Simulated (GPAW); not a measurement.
# naphthalene-1,5-dithiol between two Al chains: a series of junctions, part 2 of 3

Wanted: the trend of the zero-bias conductance over a family of junctions, naphthalene-1,5-dithiol between two Al chains.

GPAW 26.7.0; GPAW LCAO, PAW setups; Landauer transmission from Green's functions with principal layers (ASE), zero bias.

So far, transmission at the Fermi level (one spin): step 2 (junction, box 13.7 × 9 Å, bond direction share 0) 0.0197; step 3 (naphthalene-1,5-dithiol between two Al chains, bond direction …) 0.0214. Also open channels of the lead at the Fermi level (one spin): step 2 2.

## (4) Junction, box 13.7 × 9.5 Å: share of the anchor's own bond direction = 0.5

System of this step: naphthalene-1,5-dithiol between two Al chains. The cell holds 30 atoms: 12 Al, 2 S, 6 H and 10 C. Its edges and angles: a = 13.700 Å, b = 9.477 Å, c = 36.473 Å, α = 90.0°, β = 90.0°, γ = 90.0°. Regions: left lead, 6 atoms (6 Al); channel, 18 atoms (2 S, 6 H and 10 C); right lead, 6 atoms (6 Al). Vacuum lies along a and b. The structure is stacked along c, and the current runs across the ab planes.

Input file run.py:

```python
import json
import numpy as np
from ase import Atoms
from ase.transport.calculators import TransportCalculator
from gpaw import GPAW, FermiDirac
from gpaw.lcao.tools import get_lcao_hamiltonian
from scipy.linalg import eigh

# The junction with lead layers at both ends, along the third cell vector
device = Atoms(
    ['Al', 'Al', 'Al', 'Al', 'Al', 'Al', 'S', 'H', 'H', 'C', 'C', 'C', 'C', 'H', 'C', 'C', 'H', 'C', 'C', 'C', 'C', 'H', 'H', 'S', 'Al', 'Al', 'Al', 'Al', 'Al', 'Al'],
    positions=[
        [6.84994, 4.73828, 1.20000],
        [6.84994, 4.73828, 3.60000],
        [6.84994, 4.73828, 6.00000],
        [6.84994, 4.73828, 8.40000],
        [6.84994, 4.73828, 10.80000],
        [6.84994, 4.73828, 13.20000],
        [6.31500, 3.32112, 14.79546],
        [8.73085, 3.25002, 16.17940],
        [3.86295, 3.27358, 16.18765],
        [5.99774, 3.28655, 16.56448],
        [4.64910, 3.27571, 16.93969],
        [8.40689, 3.26851, 17.21797],
        [7.02938, 3.28032, 17.54735],
        [10.44986, 3.25020, 17.90229],
        [9.40243, 3.26455, 18.19263],
        [4.29742, 3.26455, 18.28034],
        [3.25000, 3.25019, 18.57068],
        [6.67047, 3.28032, 18.92562],
        [5.29297, 3.26850, 19.25500],
        [9.05076, 3.27570, 19.53328],
        [7.70212, 3.28654, 19.90849],
        [9.83690, 3.27356, 20.28533],
        [4.96901, 3.25000, 20.29357],
        [7.38486, 3.32112, 21.67751],
        [6.84994, 4.73828, 23.27297],
        [6.84994, 4.73828, 25.67297],
        [6.84994, 4.73828, 28.07297],
        [6.84994, 4.73828, 30.47297],
        [6.84994, 4.73828, 32.87297],
        [6.84994, 4.73828, 35.27297]],
    cell=[[13.69987, 0.0, 0.0], [0.0, 9.47656, 0.0], [0.0, 0.0, 36.47297]],
    pbc=True)

# One principal layer of the lead: the first 4 atoms of the device
lead = Atoms(
    ['Al', 'Al', 'Al', 'Al'],
    positions=[
        [6.84994, 4.73828, 1.20000],
        [6.84994, 4.73828, 3.60000],
        [6.84994, 4.73828, 6.00000],
        [6.84994, 4.73828, 8.40000]],
    cell=[[13.69987, 0.0, 0.0], [0.0, 9.47656, 0.0], [0.0, 0.0, 9.6]],
    pbc=True)

settings = dict(mode='lcao', basis='dzp', xc='PBE', h=0.2,
                occupations=FermiDirac(0.1), maxiter=250,
                mixer=dict(beta=0.1, nmaxold=8, weight=100.0),
                convergence=dict(density=0.0001))
energies = np.arange(-3, 3 + 1e-9, 0.075)
eta = 0.0001
n1, n2 = 1, 1
# k and -k transmit alike, so half of the mesh across the current serves
mesh = [(i, j) for i in range(n1) for j in range(n2) if (i, j) <= (-i % n1, -j % n2)]
weights = np.array([1 if (i, j) == (-i % n1, -j % n2) else 2 for i, j in mesh]) / (n1 * n2)

# [... helper functions left out ...]
fermi_lead = ground_state(lead, (1, 1, 12), 'lead.txt')
fermi_device = ground_state(device, (1, 1, 2), 'device.txt')
# [... loop over the mesh left out, but for ...]
        # Shift the lead onto the potential of the device's first layer
        shift = ((H[:, 0, 0] - H0[:, 0, 0]) / S0[0, 0]).real.mean()
# [...]
kT = 8.617333e-5 * 77
bias = [0.1, 0.2, 0.5, 1.0, 1.5, 2.0]
# [... integrals and printing left out ...]
```

Launch:

```console
OMP_NUM_THREADS=1 OPENBLAS_NUM_THREADS=1 python run.py
```

The log of the run:

```text
basis functions: device 342, principal layer 52
Fermi level: lead -3.5238 eV, device -3.2115 eV; lead shifted by -0.0017 eV
largest coupling past the next layer 1.49e-15 eV, largest misfit of the first layer 0.036 eV
  E-E_F (eV)   T (one spin)  channels
    -3.000    3.2997e-01    1.0000
    -2.925    4.5965e-01    1.0000
    -2.850    7.3524e-01    1.0000
[...]
2.925    1.7188e-01    3.0000
     3.000    2.8492e-01    3.0000
conductance at 77 K: 0.0891 G0 a cell; thermopower -3.709 uV/K
current from the zero-bias T(E) at 0.1 V: 0.6883 uA
current from the zero-bias T(E) at 0.2 V: 1.3728 uA
current from the zero-bias T(E) at 0.5 V: 3.5029 uA
current from the zero-bias T(E) at 1.0 V: 8.7288 uA
current from the zero-bias T(E) at 1.5 V: 13.192 uA
current from the zero-bias T(E) at 2.0 V: 15.43 uA
```

It took 69 s on 1 thread of AMD EPYC 9B45 (Zen 5), shared host; peak memory 1.8 GiB.

One spin. Transmission, zone mean against energy, zero at the Fermi level:

```tsv
energy (eV)	transmission, zone mean
-3.00	0.330
-2.77	0.997
-2.55	0.584
-2.48	0.868
-2.40	0.492
-2.17	0.159
-1.95	0.124
-1.73	0.307
-1.65	0.746
-1.57	0.631
-1.35	0.00529
-1.12	1.1e-11
-0.90	0
-0.75	0
-0.53	0
-0.30	0.0209
-0.07	0.0755
0.00	0.0893
0.07	0.102
0.30	0.213
0.45	0.311
0.53	0.294
0.75	0.159
0.90	0.0977
1.12	0.189
1.35	1.01
1.57	0.192
1.73	0.101
1.95	0.0722
2.17	0.0684
2.40	0.0712
2.55	0.0728
2.77	0.0944
3.00	0.285
```

The conductance, 0.0891 G₀, lies 315 % above that of the member before.

## (5) Member of the series, box 13.6 × 10.4 Å: share of the anchor's own bond direction = 0.75

The cell differs from the one that the last finished run ended in (a 13.700 → 13.605 Å, b 9.477 → 10.383 Å, c 36.473 → 34.714 Å).

Input file run.py:

```python
import json
import numpy as np
from ase import Atoms
from ase.transport.calculators import TransportCalculator
from gpaw import GPAW, FermiDirac
from gpaw.lcao.tools import get_lcao_hamiltonian
from scipy.linalg import eigh

# The junction with lead layers at both ends, along the third cell vector
device = Atoms(
    ['Al', 'Al', 'Al', 'Al', 'Al', 'Al', 'S', 'H', 'H', 'C', 'C', 'C', 'C', 'H', 'C', 'C', 'H', 'C', 'C', 'C', 'C', 'H', 'H', 'S', 'Al', 'Al', 'Al', 'Al', 'Al', 'Al'],
    positions=[
        [6.80272, 5.19139, 1.20000],
        [6.80272, 5.19139, 3.60000],
        [6.80272, 5.19139, 6.00000],
        [6.80272, 5.19139, 8.40000],
        [6.80272, 5.19139, 10.80000],
        [6.80272, 5.19139, 13.20000],
        [5.94740, 3.32112, 13.98136],
        [8.48240, 3.25002, 15.13260],
        [3.63674, 3.27358, 15.59739],
        [5.79746, 3.28655, 15.77233],
        [8.25728, 3.26851, 16.19698],
        [4.48996, 3.27571, 16.27238],
        [6.91674, 3.28032, 16.65411],
        [10.35543, 3.25020, 16.68666],
        [9.33985, 3.26456, 17.07397],
        [4.26557, 3.26455, 17.64011],
        [3.25000, 3.25019, 18.02741],
        [6.68869, 3.28032, 18.05996],
        [9.11547, 3.27570, 18.44170],
        [5.34814, 3.26850, 18.51710],
        [7.80797, 3.28654, 18.94174],
        [9.96869, 3.27356, 19.11669],
        [5.12303, 3.25000, 19.58147],
        [7.65803, 3.32112, 20.73272],
        [6.80272, 5.19139, 21.51407],
        [6.80272, 5.19139, 23.91407],
        [6.80272, 5.19139, 26.31407],
        [6.80272, 5.19139, 28.71407],
        [6.80272, 5.19139, 31.11407],
        [6.80272, 5.19139, 33.51407]],
    cell=[[13.60545, 0.0, 0.0], [0.0, 10.38279, 0.0], [0.0, 0.0, 34.71407]],
    pbc=True)

# One principal layer of the lead: the first 4 atoms of the device
lead = Atoms(
    ['Al', 'Al', 'Al', 'Al'],
    positions=[
        [6.80272, 5.19139, 1.20000],
        [6.80272, 5.19139, 3.60000],
        [6.80272, 5.19139, 6.00000],
        [6.80272, 5.19139, 8.40000]],
    cell=[[13.60545, 0.0, 0.0], [0.0, 10.38279, 0.0], [0.0, 0.0, 9.6]],
    pbc=True)

settings = dict(mode='lcao', basis='dzp', xc='PBE', h=0.2,
                occupations=FermiDirac(0.1), maxiter=250,
                mixer=dict(beta=0.1, nmaxold=8, weight=100.0),
                convergence=dict(density=0.0001))
energies = np.arange(-3, 3 + 1e-9, 0.075)
eta = 0.0001
n1, n2 = 1, 1
# k and -k transmit alike, so half of the mesh across the current serves
mesh = [(i, j) for i in range(n1) for j in range(n2) if (i, j) <= (-i % n1, -j % n2)]
weights = np.array([1 if (i, j) == (-i % n1, -j % n2) else 2 for i, j in mesh]) / (n1 * n2)

# [... helper functions left out ...]
fermi_lead = ground_state(lead, (1, 1, 12), 'lead.txt')
fermi_device = ground_state(device, (1, 1, 3), 'device.txt')
# [... loop over the mesh left out, but for ...]
        # Shift the lead onto the potential of the device's first layer
        shift = ((H[:, 0, 0] - H0[:, 0, 0]) / S0[0, 0]).real.mean()
# [...]
kT = 8.617333e-5 * 77
bias = [0.1, 0.2, 0.5, 1.0, 1.5, 2.0]
# [... integrals and printing left out ...]
```

The log of the run:

```text
basis functions: device 342, principal layer 52
Fermi level: lead -3.5771 eV, device -3.3288 eV; lead shifted by 0.0089 eV
largest coupling past the next layer 1.29e-15 eV, largest misfit of the first layer 0.045 eV
  E-E_F (eV)   T (one spin)  channels
    -3.000    7.3685e-01    1.0000
    -2.925    8.0418e-01    1.0000
    -2.850    8.7873e-01    1.0000
[...]
2.925    6.7624e-02    3.0000
     3.000    8.4964e-02    3.0000
conductance at 77 K: 0.20567 G0 a cell; thermopower 11.55 uV/K
current from the zero-bias T(E) at 0.1 V: 1.5998 uA
current from the zero-bias T(E) at 0.2 V: 3.2452 uA
current from the zero-bias T(E) at 0.5 V: 6.7585 uA
current from the zero-bias T(E) at 1.0 V: 7.5534 uA
current from the zero-bias T(E) at 1.5 V: 7.8158 uA
current from the zero-bias T(E) at 2.0 V: 8.0705 uA
```

Elapsed: 73 s, on 1 thread; peak memory 1.8 GiB.

One spin. The transmission, zone mean by energy, zero at the Fermi level:

energy (eV), transmission, zone mean and a bar:
```
    -3.00      0.737 ######################
    -2.70      0.992 ##############################
    -2.62      0.993 ##############################
    -2.40      0.809 ########################
    -2.33      0.896 ###########################
    -2.17      0.554 #################
    -2.10      0.955 #############################
    -1.88      0.196 ######
    -1.57      0.104 ###
    -1.27      0.000 
    -0.97      0.000 
    -0.75      0.000 
    -0.45      0.000 
    -0.15      0.318 ##########
     0.00      0.206 ######
     0.15      0.075 ##
     0.45      0.018 #
     0.75      0.012 
     0.97      0.014 
     1.27      0.032 #
     1.57      0.337 ##########
     1.65      0.935 ############################
     1.88      0.086 ###
     2.17      0.020 #
     2.40      0.016 
     2.70      0.093 ###
     3.00      0.085 ###
```

The conductance, 0.206 G₀, lies 131 % above that of the member before.

## (6) Junction, box 13.5 × 10.5 Å: share of the anchor's own bond direction = 1

System of this step: naphthalene-1,5-dithiol between two Al chains. The cell holds 30 atoms: 12 Al, 2 S, 6 H and 10 C. Cell: a = 13.514 Å, b = 10.493 Å, c = 33.350 Å, α = 90.0°, β = 90.0°, γ = 90.0°. Regions: left lead, 6 atoms (6 Al); channel, 18 atoms (2 S, 6 H and 10 C); right lead, 6 atoms (6 Al). Vacuum lies along a and b. The structure is stacked along c, and the current runs across the ab planes.

Input file run.py:

```python
import json
import numpy as np
from ase import Atoms
from ase.transport.calculators import TransportCalculator
from gpaw import GPAW, FermiDirac
from gpaw.lcao.tools import get_lcao_hamiltonian
from scipy.linalg import eigh

# The junction with lead layers at both ends, along the third cell vector
device = Atoms(
    ['Al', 'Al', 'Al', 'Al', 'Al', 'Al', 'S', 'H', 'H', 'C', 'C', 'C', 'H', 'C', 'C', 'C', 'C', 'H', 'C', 'C', 'C', 'H', 'H', 'S', 'Al', 'Al', 'Al', 'Al', 'Al', 'Al'],
    positions=[
        [6.75693, 5.24634, 1.20000],
        [6.75693, 5.24634, 3.60000],
        [6.75693, 5.24634, 6.00000],
        [6.75693, 5.24634, 8.40000],
        [6.75693, 5.24634, 10.80000],
        [6.75693, 5.24634, 13.20000],
        [5.70373, 3.32113, 13.35592],
        [8.30230, 3.25002, 14.35544],
        [3.49254, 3.27358, 15.10559],
        [5.65982, 3.28655, 15.15262],
        [8.14044, 3.26851, 15.43125],
        [4.38414, 3.27571, 15.72902],
        [10.26384, 3.25020, 15.79616],
        [6.82923, 3.28032, 15.96675],
        [9.27291, 3.26456, 16.24277],
        [4.24093, 3.26455, 17.10761],
        [6.68461, 3.28032, 17.38362],
        [3.25000, 3.25019, 17.55422],
        [9.12970, 3.27570, 17.62136],
        [5.37340, 3.26850, 17.91913],
        [7.85402, 3.28654, 18.19776],
        [10.02129, 3.27357, 18.24479],
        [5.21154, 3.25000, 18.99494],
        [7.81012, 3.32112, 19.99446],
        [6.75693, 5.24634, 20.15038],
        [6.75693, 5.24634, 22.55038],
        [6.75693, 5.24634, 24.95038],
        [6.75693, 5.24634, 27.35038],
        [6.75693, 5.24634, 29.75038],
        [6.75693, 5.24634, 32.15038]],
    cell=[[13.51386, 0.0, 0.0], [0.0, 10.49268, 0.0], [0.0, 0.0, 33.35038]],
    pbc=True)

# One principal layer of the lead: the first 4 atoms of the device
lead = Atoms(
    ['Al', 'Al', 'Al', 'Al'],
    positions=[
        [6.75693, 5.24634, 1.20000],
        [6.75693, 5.24634, 3.60000],
        [6.75693, 5.24634, 6.00000],
        [6.75693, 5.24634, 8.40000]],
    cell=[[13.51386, 0.0, 0.0], [0.0, 10.49268, 0.0], [0.0, 0.0, 9.6]],
    pbc=True)

settings = dict(mode='lcao', basis='dzp', xc='PBE', h=0.2,
                occupations=FermiDirac(0.1), maxiter=250,
                mixer=dict(beta=0.1, nmaxold=8, weight=100.0),
                convergence=dict(density=0.0001))
energies = np.arange(-3, 3 + 1e-9, 0.075)
eta = 0.0001
n1, n2 = 1, 1
# k and -k transmit alike, so half of the mesh across the current serves
mesh = [(i, j) for i in range(n1) for j in range(n2) if (i, j) <= (-i % n1, -j % n2)]
weights = np.array([1 if (i, j) == (-i % n1, -j % n2) else 2 for i, j in mesh]) / (n1 * n2)

# [... helper functions left out ...]
fermi_lead = ground_state(lead, (1, 1, 12), 'lead.txt')
fermi_device = ground_state(device, (1, 1, 3), 'device.txt')
# [... loop over the mesh left out, but for ...]
        # Shift the lead onto the potential of the device's first layer
        shift = ((H[:, 0, 0] - H0[:, 0, 0]) / S0[0, 0]).real.mean()
# [...]
kT = 8.617333e-5 * 77
bias = [0.1, 0.2, 0.5, 1.0, 1.5, 2.0]
# [... integrals and printing left out ...]
```

The log of the run:

```text
basis functions: device 342, principal layer 52
Fermi level: lead -3.5794 eV, device -3.3149 eV; lead shifted by 0.0150 eV
largest coupling past the next layer 1.42e-15 eV, largest misfit of the first layer 0.053 eV
  E-E_F (eV)   T (one spin)  channels
    -3.000    9.5843e-01    1.0000
    -2.925    9.6664e-01    1.0000
    -2.850    9.6861e-01    1.0000
[...]
2.925    1.8405e-01    3.0000
     3.000    1.9032e-01    3.0000
conductance at 77 K: 0.036923 G0 a cell; thermopower 14.02 uV/K
current from the zero-bias T(E) at 0.1 V: 0.29861 uA
current from the zero-bias T(E) at 0.2 V: 0.64912 uA
current from the zero-bias T(E) at 0.5 V: 1.4328 uA
current from the zero-bias T(E) at 1.0 V: 1.6146 uA
current from the zero-bias T(E) at 1.5 V: 1.7398 uA
current from the zero-bias T(E) at 2.0 V: 1.8925 uA
```

Wall time 68 s (1 thread); peak memory 1.7 GiB.

One spin. The transmission, zone mean by energy, zero at the Fermi level:

```tsv
energy (eV)	transmission, zone mean
-3.00	0.958
-2.77	0.965
-2.55	0.878
-2.40	0.970
-2.17	0.686
-2.02	0.967
-1.95	0.717
-1.73	0.275
-1.57	0.154
-1.35	0.0393
-1.12	2.9e-9
-0.90	7.0e-11
-0.75	1.0e-11
-0.53	3.7e-12
-0.30	0.00189
-0.15	0.0961
-0.07	0.0688
0.00	0.0364
0.07	0.0229
0.30	0.00952
0.53	0.00657
0.75	0.00662
0.90	0.00776
1.12	0.0144
1.35	0.0301
1.57	0.159
1.73	0.677
1.95	0.0494
2.17	0.0315
2.40	0.0286
2.55	0.0306
2.70	0.704
2.77	0.262
3.00	0.190
```

The conductance, 0.0369 G₀, lies a factor of 5.6 below that of the member before.

## (7) Side by side

Times are for 1 thread of AMD EPYC 9B45 (Zen 5), shared host. Results by setting:

```tsv
no.	bond direction share	conductance (G₀)	thermopower (μV/K)	time	memory (GiB)
1	0	0.01993	-6.528	65 s	1.7
2	0.25	0.02144	-2.754	66 s	1.7
3	0.5	0.08910	-3.709	69 s	1.8
4	0.75	0.2057	11.55	73 s	1.8
5	1	0.03692	14.02	68 s	1.7
```

The runs together. Table of transmission, zone mean by energy, zero at the Fermi level:

```tsv
energy (eV)	0	0.25	0.5	0.75	1
-3.0000	0.00814	0.0145	0.330	0.737	0.958
-2.7750	0.0343	0.0181	0.997	0.948	0.965
-2.6250	0.464	2.1e-5	0.0342	0.993	0.932
-2.5500	0.896	0.00197	0.584	0.968	0.878
-2.4750	0.0879	0.0611	0.868	0.825	0.248
-2.2500	0.00574	0.459	0.206	0.889	0.805
-2.1000	0.00294	0.0196	0.134	0.955	0.632
-2.0250	0.00253	0.00951	0.123	0.446	0.967
-1.7250	0.00132	0.00570	0.307	0.132	0.275
-1.5000	6.1e-4	0.443	0.116	0.0943	0.111
-1.2750	7.9e-11	3.4e-10	1.5e-9	2.4e-7	1.3e-7
-0.9750	0	1.0e-12	1.5e-12	2.5e-11	4.5e-10
-0.7500	0	0	0	2.4e-12	1.0e-11
-0.5250	0	0	0	1.6e-12	3.7e-12
-0.2250	0.0101	0.0123	0.0359	0.148	0.0157
0.0000	0.0197	0.0214	0.0893	0.206	0.0364
0.2250	0.622	0.851	0.156	0.0476	0.0120
0.3750	0.828	0.996	0.277	0.0235	0.00800
0.5250	0.0546	0.0524	0.294	0.0152	0.00657
0.7500	0.0301	0.0341	0.159	0.0124	0.00662
0.9750	0.0838	0.0876	0.0949	0.0139	0.00965
1.2750	0.704	0.855	0.621	0.0322	0.0226
1.3500	0.997	1.00	1.01	0.0461	0.0301
1.5000	0.643	0.466	0.336	0.138	0.0723
1.7250	0.281	0.209	0.101	0.544	0.677
2.0250	0.195	0.152	0.0697	0.0330	0.0386
2.2500	0.195	0.146	0.0837	0.0176	0.0304
2.4750	0.236	0.183	0.0713	0.0175	0.0273
2.7750	0.355	0.270	0.0944	0.0562	0.262
3.0000	0.579	0.495	0.285	0.0850	0.190
```

The runs together. The open channels, zone mean, 0 = 0.25 = 0.5 = 0.75 = 1 by energy, zero at the Fermi level:

```tsv
energy (eV)	open channels, zone mean, 0 = 0.25 = 0.5 = 0.75 = 1
-3.00	1
-2.85	1
-2.70	1
-2.55	1
-2.33	1
-2.17	1
-2.02	1
-1.88	1
-1.73	1
-1.57	1
-1.35	1
-1.20	0
-1.05	0
-0.90	0
-0.75	0
-0.60	0
-0.38	2
-0.23	2
-0.07	2
0.00	2
0.07	2
0.23	2
0.38	2
0.60	2
0.75	2
0.90	2
1.05	3
1.20	3
1.35	3
1.57	3
1.73	3
1.88	3
2.02	3
2.17	3
2.33	3
2.55	3
2.70	3
2.85	3
3.00	3
```

(Part 2 of 3 ends here.)

[Logs are printed without paths, hosts, clocks, repeated set-up lines and the standing remarks that a program may print on its own settings, such as how far it seeks lower states.]

[Hosts, paths, dates, database ids (printed as entryN), source tags and the programs' standing remarks are cut or masked in the printed files.]
